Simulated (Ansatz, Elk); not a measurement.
# Zn2Fe: X-ray structure factors from the self-consistent density, part 2 of 2

Structure refinements treat a crystal as free atoms side by side. For a made-up structure of Zn2Fe (cell and positions from a PBE relaxation) the runs below show what the calculated density changes in F(hkl).

Elk 11.2.3 (patched build); all-electron DFT.

So far: The structure; Ground state and structure factors; The magnetisation density; The highest occupied states alone.

The structure was built from a prototype and need not be the compound's stable phase.

## (5) Another functional

Level of this step: DFT, PBEsol, all-electron APW+lo, Dirac cores, scalar-relativistic bands, static density, ferromagnetic start (Elk).

The difference from free atoms is small, so it is set against the change that PBEsol makes.

File elk.in:

```
tasks
  0
  195
  196

xctype
  22

spinpol
  .true.

rgkmax
  7.0

gmaxvr
  14.0

lmaxo
  7

lmaxapw
  8

swidth
  0.002

tshift
  .false.

ramdisk
  .false.

hmaxvr
  5.5

maxscl
  120

epspot
  1e-06

reducebf
  0.8

sppath
  './'

avec
  -0.00000000000 5.48650328142 5.48650328142
  5.48650328142 0.00000000000 5.48650328142
  5.48650328142 5.48650328142 0.00000000000

atoms
  2
  'Zn.in'
  2
  0.2500000000 0.2500000000 0.2500000000   0.000000 0.000000 0.000000
  0.7500000000 0.7500000000 0.7500000000   0.000000 0.000000 0.000000
  'Fe.in'
  1
  -0.0000000000 0.0000000000 0.0000000000   0.000000 0.000000 -0.120000

ngridk
  6 6 6
```

Run with:

```
$ OMP_NUM_THREADS=4 elk
```

Numbers of over 12 decimals in the logs are rounded to 6 here.

Output:

```text
┌─────────────────────────┐
│ Elk code version 11.2.3 │
└─────────────────────────┘

All units are atomic (Hartree, Bohr, etc.)

┌─────────────────────────────────────────────────┐
│ Ground-state run starting from atomic densities │
└─────────────────────────────────────────────────┘

Lattice vectors :
  -0.000000000       5.486503281       5.486503281
   5.486503281       0.000000000       5.486503281
   5.486503281       5.486503281       0.000000000

Reciprocal lattice vectors :
 -0.5726038047      0.5726038047      0.5726038047
[...]
total charge                :    86.00000000
 error                       :   0.3802128697E-03

Moments :
 interstitial                :   0.7420783350E-02
 muffin-tins
  species : 1 (Zn)
[...]
atom 2                    :  -0.2585114378E-01
  species : 2 (Fe)
   atom 1                    :    2.557407630
 total in muffin-tins        :    2.505705343
 total moment                :    2.513126126

┌──────────────────────────────┐
│ Self-consistent loop stopped │
└──────────────────────────────┘

Warning : core states of species 1 leak from the muffin-tin :   0.1101156020E-03

Wrote STATE.OUT
[key lines of the parts left out:]
total energy                :     -4861.0011607727
```

It took 38 s on 4 threads of AMD EPYC 9R14 (Zen 4), shared host; peak memory 0.43 GiB.

Against the first run R = 0.05 %; the largest change is -0.024 at 600. The moment goes from 2.52 to 2.51 μB.

## (6) Basis size

A smaller basis shows how fast F responds to it; the change is likely larger than the basis error of the first run, but doesn't show convergence.

elk.in, as its differences from that of step 5:

```diff
@@ -6,3 +6,3 @@
 xctype
-  22
+  20
 
@@ -12,3 +12,3 @@
 rgkmax
-  7.0
+  5.5
```

Run with:

```
$ OMP_NUM_THREADS=4 elk
```

Output:

```text
┌─────────────────────────┐
│ Elk code version 11.2.3 │
└─────────────────────────┘

All units are atomic (Hartree, Bohr, etc.)

┌─────────────────────────────────────────────────┐
│ Ground-state run starting from atomic densities │
└─────────────────────────────────────────────────┘

Lattice vectors :
  -0.000000000       5.486503281       5.486503281
   5.486503281       0.000000000       5.486503281
   5.486503281       5.486503281       0.000000000

Reciprocal lattice vectors :
 -0.5726038047      0.5726038047      0.5726038047
[...]
total charge                :    86.00000000
 error                       :   0.2491928933E-03

Moments :
 interstitial                :   0.2783432186E-01
 muffin-tins
  species : 1 (Zn)
[...]
atom 2                    :  -0.2566128630E-01
  species : 2 (Fe)
   atom 1                    :    2.553732258
 total in muffin-tins        :    2.502409685
 total moment                :    2.530244007

┌──────────────────────────────┐
│ Self-consistent loop stopped │
└──────────────────────────────┘

Warning : core states of species 1 leak from the muffin-tin :   0.1085041473E-03

Wrote STATE.OUT
[key lines of the parts left out:]
total energy                :     -4864.8493064460
```

Wall time 36 s (4 threads); peak memory 0.43 GiB; 2 min of CPU time.

Against the first run R = 0.04 %; the largest change is +0.070 at 400. The moment goes from 2.52 to 2.53 μB.

## (7) Basis size

The basis and the expansions that go with it are enlarged, to see whether the differences are converged.

elk.in, as its differences from that of step 6:

```diff
@@ -12,12 +12,12 @@
 rgkmax
-  5.5
+  8.5
 
 gmaxvr
-  14.0
+  18.0
 
 lmaxo
-  7
+  9
 
 lmaxapw
-  8
+  10
```

Run with:

```
$ OMP_NUM_THREADS=4 elk
```

Output:

```text
┌─────────────────────────┐
│ Elk code version 11.2.3 │
└─────────────────────────┘

All units are atomic (Hartree, Bohr, etc.)

┌─────────────────────────────────────────────────┐
│ Ground-state run starting from atomic densities │
└─────────────────────────────────────────────────┘

Lattice vectors :
  -0.000000000       5.486503281       5.486503281
   5.486503281       0.000000000       5.486503281
   5.486503281       5.486503281       0.000000000

Reciprocal lattice vectors :
 -0.5726038047      0.5726038047      0.5726038047
[...]
total charge                :    86.00000000
 error                       :   0.2898007382E-03

Moments :
 interstitial                :   0.1443196148E-01
 muffin-tins
  species : 1 (Zn)
[...]
atom 2                    :  -0.2602427684E-01
  species : 2 (Fe)
   atom 1                    :    2.549533896
 total in muffin-tins        :    2.497485342
 total moment                :    2.511917304

┌──────────────────────────────┐
│ Self-consistent loop stopped │
└──────────────────────────────┘

Warning : core states of species 1 leak from the muffin-tin :   0.1079647293E-03

Wrote STATE.OUT
[key lines of the parts left out:]
total energy                :     -4864.9923070713
```

The job ended after 73 s (4 threads; peak memory 0.5 GiB).

Against the first run R = 0.01 %; the largest change is -0.009 at 422. The moment goes from 2.52 to 2.51 μB.

## (8) Settings against the effect

```csv
run,R against the first run (%),"R against neutral atoms, low angle (%)",wall time
"PBE, rgkmax 7",0.00,0.89,43 s
PBEsol,0.05,0.92,38 s
rgkmax 5.5,0.04,0.88,36 s
rgkmax 8.5 with larger expansions,0.01,0.89,73 s
```

## (9) Results

```
R against neutral atoms, sin θ/λ < 0.3 Å⁻¹                : 0.89 %
R against neutral atoms, 0.3 to 0.82 Å⁻¹                  : 0.32 %
magnetic form factor over free-ion ⟨j0⟩, 0.12 to 0.35 Å⁻¹ : 1.03
```

In words: Independent neutral atoms miss the calculated amplitudes by R = 0.89 % below 0.3 Å⁻¹ and 0.32 % from there to 0.82 Å⁻¹; by shells, 0.71 % below 0.15 Å⁻¹ (1 form), 0.91 % 0.15 to 0.3 (4 forms), 0.32 % 0.3 to 0.45 (6 forms), 0.32 % above 0.45 (29 forms). Bonding, aspherical density and the tables' own atoms all enter these figures, and the runs don't part them. The largest change of an amplitude is -0.52 electrons, at 220. The magnetic order is that of the start. No other order was tried here, and an antiferromagnetic one would change or move the magnetic intensity. Between 0.12 and 0.35 Å⁻¹ the magnetic form factor is 1.03 times the free-ion one. The sphere holds 2.55 of the 2.52 μB; that share, the choice of ion, the size of the d shell and its asphericity all move this ratio. The window's part falls from 32.0 electrons at the origin to at most 6.36 between 0.45 and 0.82 Å⁻¹, where compact states inside the window still scatter. Below 0.3 Å⁻¹ the changes that finished (PBEsol, rgkmax 5.5 and rgkmax 8.5 with larger expansions) move F by R = 0.04 % at most, against the 0.89 % that separates it from free atoms. The magnetic factors move by R = 2.8 % (PBEsol), 1.6 % (rgkmax 5.5) and 0.4 % (rgkmax 8.5 with larger expansions), so they aren't settled to better than that. The k-mesh has no finished test. Part of the difference isn't bonding: the tables are fits to free atoms and ions calculated by other methods than this functional. Thermal motion, anomalous dispersion and extinction are left out.

[Logs are printed without paths, hosts, clocks, repeated set-up lines and the standing remarks that a program may print on its own settings, such as how far it seeks lower states.]

[Hosts, paths, dates, database ids (printed as entryN), source tags and the programs' standing remarks are cut or masked in the printed files.]
